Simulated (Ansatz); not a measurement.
## Quasiparticle gap of ZnWO4 (P2/c)

Wanted: the gap of ZnWO4 (P2/c) with a many-body correction, and the time that it takes.

Program: Ansatz 0.2.0. Level of theory: LDA, then G0W0 on it, plane waves, PAW. Results are calculated unless marked as measured.

**The experiments to reproduce.**

- Gap 3.9 eV: direct gap from absorption edge with Urbach fit (lower value of the range); optical absorption; 300 K; bulk crystal (thin cleaved platelet of Czochralski crystal, 10-30 um thick) (“Optical absorption of divalent metal tungstates: Correlation between the band-gap energy and the cation ionic radius”, 2008, arxiv:0807.2115).

### 1. Set-up

The structure is monoclinic, space group P2/c (No. 13). The conventional cell has a = 4.699 Å, b = 5.729 Å, c = 4.937 Å, α = 90.00°, β = 90.61°, γ = 90.00°. Zn has 6 O at 2.03 to 2.23 Å nearest. W has 6 O at 1.80 to 2.14 Å nearest. Nearest to O lie 2 W at 1.92 to 2.14 Å and 1 Zn at 2.03 Å. Nearest to O lie 1 W at 1.80 Å and 2 Zn at 2.09 to 2.23 Å. Farther neighbours and most contacts between anions are not listed.

The cell and positions come from the Crystallography Open Database and are kept as given unless a step says otherwise. Spin-orbit coupling is left out unless a step names it.

The logs state that the PAW files were generated under PBE.

### 2. Bands along the symmetry lines

Levels along a band path and on the mesh show where this functional puts the band edges.

This step: DFT, LDA, plane waves, PAW; PAW set soft_1.

Input file input.yaml:

```yaml
crystal:
  lattice:
    - [4.6986, 0.0, 0.0]
    - [0.0, 5.7293, 0.0]
    - [-0.052988409, 0.0, 4.9364156144]
  atoms:
    - { symbol: Zn, position: [0.5, 0.684, 0.25] }
    - { symbol: Zn, position: [0.5, 0.316, 0.75] }
    - { symbol: W, position: [0.0, 0.18258, 0.25] }
    - { symbol: W, position: [0.0, 0.81742, 0.75] }
    - { symbol: O, position: [0.2169, 0.1051, 0.9363] }
    - { symbol: O, position: [0.7831, 0.1051, 0.5637] }
    - { symbol: O, position: [0.7831, 0.8949, 0.0637] }
    - { symbol: O, position: [0.2169, 0.8949, 0.4363] }
    - { symbol: O, position: [0.2565, 0.3777, 0.3996] }
    - { symbol: O, position: [0.7435, 0.3777, 0.1004] }
    - { symbol: O, position: [0.7435, 0.6223, 0.6004] }
    - { symbol: O, position: [0.2565, 0.6223, 0.8996] }
kpoints:
  mp_grid: { grid: [6, 4, 6] }
  band_path:
    path:
      - [0.0, 0.0, 0.0]
      - [0.0, 0.5, 0.0]
      - [0.0, 0.5, 0.5]
      - [0.0, 0.0, 0.5]
      - [0.0, 0.0, 0.0]
      - [-0.5, 0.0, 0.5]
      - [-0.5, 0.5, 0.5]
      - [0.0, 0.5, 0.0]
      - [-0.5, 0.5, 0.0]
      - [-0.5, 0.0, 0.0]
      - [0.0, 0.0, 0.0]
    npoints: 10
hamiltonian:
  xc: lda
  pseudopotentials: { kind: paw, azcp: { folder: soft_1 }, xc_functional: pbe }
scf:
  occupations: { method: fermi_dirac, width: 0.02 }
  n_extra_bands: 8
output:
  eigenvalues: true
  write_density: true
  write_potential: true
  elf: true
  volumetric_format: npy
```

Command:

```
$ ansatz run input.yaml --threads 4 --pin off --max-ram 138240MiB --backend cuda --events-out ev --progress --plain --runs-dir out --devices 1 --max-vram 26GiB
```

Numbers of over 12 decimals in the logs are rounded to 6 here.

The program printed:

```text
scf.n_extra_bands = 8 over 50 filled bands (N_el = 100.0): the run solves 58 bands
GPUs: using 1 of 1 available (devices: 1).
Engine: ansatz 0.2.0, x86_64-unknown-linux-gnu
Pseudopotentials: kind: paw
Pseudopotential: Zn, paw, valence charge 12, recommended cutoff 420 eV (normal), soft_1/Zn.paw.azcp
Pseudopotential: W, paw, valence charge 14, recommended cutoff 420 eV (normal), soft_1/W.paw.azcp
Pseudopotential: O, paw, valence charge 6, recommended cutoff 420 eV (normal), soft_1/O.paw.azcp
Functional definition: SPW92
  exchange = slater_x
  correlation = pw_c
device memory: the entry about to start is reckoned to put 5.5 GiB on a device that reports 67.4 GiB free (of which the cap on the GPU budget leaves the run 26.0 GiB)
GPU FFT provider: cuFFT
GPU libraries: cuBLAS 13.8.2, cuFFT 12.4.0, cuSOLVER 12.3.4
Crystal: 12 atoms, lattice volume = 132.887 Å³
Basis set: ecut = 420 eV, 2605 PW (Γ)
Bands: 58, of which v1, the nominal top of the filled ones, is band 50 counted from 1 (49 counted from 0)
Symmetry: 4 space group operations
Space group: P2/c (ITA 13), of the structure as read, at distance tolerance 5.1e-5 Å
k-points: 60 of 144
Non-local potential: Zn, projectors of the file, l = 0: 2, l = 1: 2, l = 2: 3, l = 3: 1
Non-local potential: W, projectors of the file, l = 0: 3, l = 1: 2, l = 2: 2, l = 3: 1
Non-local potential: O, projectors of the file, l = 0: 2, l = 1: 2, l = 2: 1
PAW form: soft (Blöchl's): semilocal exchange-correlation on the pseudo side does not see the compensation charge
PAW frozen core: Zn, regenerated for the run's functional, and the local potential with it (the file was generated under x = pbe(κ = 0.804, μ = 0.219515), c = pbe(β = 0.066725))
PAW frozen core: W, regenerated for the run's functional, and the local potential with it (the file was generated under x = pbe(κ = 0.804, μ = 0.219515), c = pbe(β = 0.066725))
PAW frozen core: O, regenerated for the run's functional, and the local potential with it (the file was generated under x = pbe(κ = 0.804, μ = 0.219515), c = pbe(β = 0.066725))
PAW one-centre angular grid: Zn, 590 points (default); XC on 64 Gauss nodes
PAW one-centre angular grid: W, 590 points (default); XC on 64 Gauss nodes
PAW one-centre angular grid: O, 110 points (default); XC on 64 Gauss nodes
Initial density: superposition of atomic densities (chi_scale 0.1, normalization cell, long waves kept (reshape's long-wave potential 0.08 eV rms))
Initial wavefunctions: pseudopotential atomic-orbital guess
GPU buffer pool allocated for 46080 grid points (all kernels)
GPU transforms: local potential and band sums: pruned to the plane-wave sphere, on 32×40×36
Functional: x = slater, c = lda
SCF iter   1: F=—  HF=-31205.569044 eV  |F-HF|=—  |Δ(HF+E_count)|=         —  Δρ=1.31e-1  dr2=2.32e1  ethr=3.10e-3  ⟨swp⟩=6.6  Hψ=12993  notcnv=0
preconditioner: auto → Resta (q_TF=auto, 2.602 Å⁻¹)  ε∞=6.7  [insulator: Δε(μ)=4.328 eV  Ē_g=12.375 eV  σ=0.020 eV  W_gap=1.00  n_scr=38 (ndim 8)  ℏωp=29.5 eV  f_vac=0.001  D(μ)=0.00/eV (n_scr^D=0)  ε∞_Penn≈6.7]
SCF iter   2: F=—  HF=-31200.202088 eV  |F-HF|=—  |Δ(HF+E_count)|=    5.37e0  Δρ=4.43e-2  dr2=1.37e0  ethr=3.10e-3  ⟨swp⟩=3.0  Hψ=7260  notcnv=0  defer=120
SCF iter   3: F=—  HF=-31199.659320 eV  |F-HF|=—  |Δ(HF+E_count)|=   5.43e-1  Δρ=2.21e-2  dr2=4.79e-1  ethr=1.37e-3  ⟨swp⟩=2.0  Hψ=6339  notcnv=0  defer=120
SCF iter   4: F=—  HF=-31199.563509 eV  |F-HF|=—  |Δ(HF+E_count)|=   9.58e-2  Δρ=1.01e-2  dr2=6.38e-2  ethr=4.79e-4  ⟨swp⟩=2.7  Hψ=6375  notcnv=0  defer=120
SCF iter   5: F=—  HF=-31199.577381 eV  |F-HF|=—  |Δ(HF+E_count)|=   1.39e-2  Δρ=3.94e-3  dr2=1.52e-2  ethr=6.38e-5  ⟨swp⟩=2.2  Hψ=6433  notcnv=0  defer=120
SCF iter   6: F=—  HF=-31199.567209 eV  |F-HF|=—  |Δ(HF+E_count)|=   1.02e-2  Δρ=1.17e-3  dr2=2.01e-3  ethr=1.52e-5  ⟨swp⟩=2.0  Hψ=5758  notcnv=0  defer=120
SCF iter   7: F=—  HF=-31199.567156 eV  |F-HF|=—  |Δ(HF+E_count)|=   5.36e-5  Δρ=2.80e-4  dr2=1.25e-4  ethr=2.01e-6  ⟨swp⟩=2.0  Hψ=5296  notcnv=0  defer=120
SCF iter   8: F=—  HF=-31199.566596 eV  |F-HF|=—  |Δ(HF+E_count)|=   5.60e-4  Δρ=1.28e-4  dr2=2.22e-5  ethr=1.25e-7  ⟨swp⟩=2.0  Hψ=5375  notcnv=0  defer=120
SCF iter   9: F=—  HF=-31199.567125 eV  |F-HF|=—  |Δ(HF+E_count)|=   5.28e-4  Δρ=3.70e-5  dr2=2.65e-6  ethr=2.22e-8  ⟨swp⟩=2.0  Hψ=5433  notcnv=0  defer=120
SCF iter  10: F=-31199.567124 eV  HF=-31199.567124 eV  |F-HF|=1.27e-10  |Δ(HF+E_count)|=   4.98e-7  Δρ=8.36e-6  dr2=6.51e-8  ethr=1.00e-10  ⟨swp⟩=9.3  Hψ=14043  notcnv=0
SCF 1 converged in 10 iterations: F = -31199.567124 eV  dr2 = 6.51e-8
  greatest PAW one-centre occupation: 0.999 electrons in one spin orbital (limit 2), on the W atom at site 3 (counted from 0), in its partial waves of l = 0
device memory: the entry about to start is reckoned to put 9.3 GiB on a device that reports 72.8 GiB free (of which the cap on the GPU budget leaves the run 26.0 GiB)
NSCF: frozen V_eff on 101 k-points, pencils in batches of 32, up to order 256
SCF converged after 10 iterations
Free energy (F): -31199.567124 eV
Harris-Foulkes:  -31199.567124 eV  (|F-HF|=1.27e-10)
Internal energy: -31199.567124 eV  (E = F + TS)
E sigma→0 (E₀):  -31199.567124 eV
Fermi energy:    9.574706 eV
--- Per-component energies (eV) ---
  E_band       = -425.638820
  E_kinetic    = 2458.725849
  E_local      = -8190.783138  (includes V_loc(G=0)·N_el)
  E_nonlocal   = 2052.336033
  E_hartree    = 3035.808118
  E_xc         = -1240.101343
  E_vxc        = -1277.017401  (∫ρ·V_xc dr)
  E_paw        = -21516.940129  (= ΣΔE_a)
  E_vpaw       = -1540.528355  (= ΣTr[D̂ρ^β])
  E_aug_tail   = 0.006039  (compensation charges beyond the density's cutoff)
  E_ewald      = -7803.074710
  E_core_change = 4.456158  (= ΣΔE_core)
  E_smearing   = -0.000000  (= −TS)
  E_closure    = 0.000000  (closes the sum)
  Σ components = -31199.567124   (vs F -31199.567124, Δ=0.00e0)
--- Band table (eV; the first three rows and the last of 60) ---
  k-point 0: bands = [... 46 lower, 7.4312, 7.7778, 7.8483, 7.8709, 11.4513, 11.9058, 11.9391, 11.9455, ... 4 higher]
  k-point 1: bands = [... 46 lower, 7.4718, 7.7073, 7.8472, 8.0430, 11.5507, 11.6927, 11.8482, 11.9251, ... 4 higher]
  k-point 2: bands = [... 46 lower, 7.5013, 7.6632, 7.9414, 8.0970, 11.4772, 11.6454, 11.8486, 11.8759, ... 4 higher]
  k-point 59: bands = [... 46 lower, 7.2556, 7.2556, 7.7865, 7.7865, 11.7614, 11.7614, 12.0120, 12.0120, ... 4 higher]
```

Elapsed: 3.9 s, on 1 × NVIDIA H100 80GB HBM3 (shared by 3 runs) with 4 threads of AMD EPYC 7R13 (Zen 3), shared host; peak memory 1.1 GiB.

The column dr2 measures how far the density is from self-consistency, as an energy; F and HF (Harris–Foulkes) agree once it is small.

Numbers from this step:

* filled bands: 50
* gap: 2.860 eV
* valence top at: Z
* conduction bottom at: Z
* least direct gap: 2.860 eV

Over mesh and path the gap is 2.860 eV, direct, at k = (0.000, 0.500, 0.000).

The electronic bands at the labelled points (eV, zero at the top of the highest nominally filled band):

```csv
point,band 47,band 48,band 49,band 50,band 51,band 52,band 53,band 54
Γ,-0.69,-0.35,-0.28,-0.25,3.33,3.78,3.81,3.82
halfway,-0.64,-0.49,-0.40,-0.09,3.11,3.55,3.94,4.14
Z,-0.64,-0.51,-0.50,0.00,2.86,3.79,3.93,4.13
halfway,-0.76,-0.60,-0.29,-0.19,3.02,3.81,3.94,4.06
D,-0.61,-0.61,-0.27,-0.27,3.35,3.35,3.98,3.98
halfway,-0.57,-0.57,-0.15,-0.15,3.34,3.34,4.00,4.00
B,-0.52,-0.52,-0.11,-0.11,3.37,3.37,3.81,3.81
halfway,-0.64,-0.45,-0.24,-0.02,3.43,3.52,3.67,3.77
Γ,-0.69,-0.35,-0.28,-0.25,3.33,3.78,3.81,3.82
halfway,-0.74,-0.42,-0.31,-0.02,3.34,3.42,3.82,3.98
A,-0.42,-0.42,-0.20,-0.20,3.64,3.64,3.92,3.92
halfway,-0.59,-0.59,-0.26,-0.26,3.68,3.68,3.87,3.87
E,-0.87,-0.87,-0.34,-0.34,3.64,3.64,3.89,3.89
halfway,-0.75,-0.74,-0.30,-0.28,3.11,3.55,3.93,3.98
Z,-0.64,-0.51,-0.50,0.00,2.86,3.79,3.93,4.13
halfway,-0.70,-0.69,-0.33,-0.27,3.11,3.77,3.92,4.28
C2,-0.66,-0.66,-0.44,-0.24,3.41,3.75,3.82,4.12
halfway,-0.69,-0.44,-0.42,-0.16,3.46,3.67,3.73,4.12
Y2,-0.42,-0.27,-0.19,-0.14,3.56,3.60,3.61,4.06
halfway,-0.70,-0.57,-0.22,-0.18,3.45,3.68,3.70,3.86
Γ,-0.69,-0.35,-0.28,-0.25,3.33,3.78,3.81,3.82
```

Valence density in the ab plane at fractional z = 0.250, with atoms of Zn and W within 0.2 Å of it. It is the smooth field of the valence electrons, not physical close to the nuclei.

Values in e/Å³, 17 rows by 14 columns, each cell a mean:
```
 0  0  0  0  0  0  0  0  0  0  0  0  0  0
 0  0  0  0  0  0  0  0  0  0  0  0  0  0
 0  0  0  0  0  0  0  0  0  0  0  0  0  0
 0  0  0  0  0  1  2  4  2  0  0  0  0  0
 0  0  0  0  0  2 14 24  7  1  0  0  0  0
 0  0  0  0  0  2 15 28  8  1  0  0  0  0
 0  0  0  0  0  1  3  6  2  1  0  0  0  0
 0  0  0  0  0  0  1  1  0  0  0  0  0  0
 0  0  0  0  0  0  0  0  0  0  0  0  0  0
 0  0  1  1  1  0  0  0  0  0  1  1  0  0
 1  1  1  1  1  0  0  0  0  1  1  1  1  1
 2  2  1  1  1  0  0  0  0  0  1  1  1  2
 5  4  2  1  0  0  0  0  0  0  0  1  2  5
 5  5  2  0  0  0  0  0  0  0  0  1  3  6
 6  4  2  0  0  0  0  0  0  0  0  1  3  5
 3  2  1  0  0  0  0  0  0  0  0  0  1  3
 1  1  0  0  0  0  0  0  0  0  0  0  0  1
```
Columns run along a (4.7 Å), rows up along b (5.7 Å). Atoms in or near the plane, at fractional coordinates: Zn at (0.50, 0.68), W at (0.00, 0.18).

Electrostatic potential energy in the ab plane at fractional z = 0.250, with atoms of Zn and W within 0.2 Å of it. With pseudopotentials it is smooth inside the atoms' cores, unlike the true potential.

Ten even steps from '0' (-40 eV) to '9' (15 eV), each cell a mean:
```
88999999999988
99999999999999
99999866789999
99998511269999
99997200048999
99997200048999
99998410269999
99999865689999
99999998999999
89988999998899
67878999997776
23678999998752
00379999998620
00269999998510
00379999998510
12589999999741
56899999999876
```
Columns run along a (4.7 Å; values clipped at the 3rd and 97th percentile), rows up along b (5.7 Å). Atoms in or near the plane, at fractional coordinates: Zn at (0.50, 0.68), W at (0.00, 0.18).

(Part 1 of 3 ends here.)

[Paths, hosts, dates, memory and timing lines, banners, echoed tables and standing remarks are left out of the program output.]

[Logs are printed without paths, hosts, clocks, repeated set-up lines and the standing remarks that a program may print on its own settings, such as how far it seeks lower states.]

[Runs of the session that timed out or met a known fault of the program may be left out.]

[Cells called generated may have been cut or substituted from an entry of the Crystallography Open Database or the Materials Project.]

[Hosts, paths, dates, database ids (printed as entryN), source tags and the programs' standing remarks are cut or masked in the printed files.]

[Where an RPA ε∞ is given, it is that of the G0W0 mesh and is not shown converged in it. Names of k-points follow the symmetry that the program found, which can be lower than the space group named. Band edges on a path are those of the sampled points; other points can move an edge, and change direct to indirect where valleys lie close.]

[Hybrid gaps are those of their k-mesh and are not shown converged in it.]
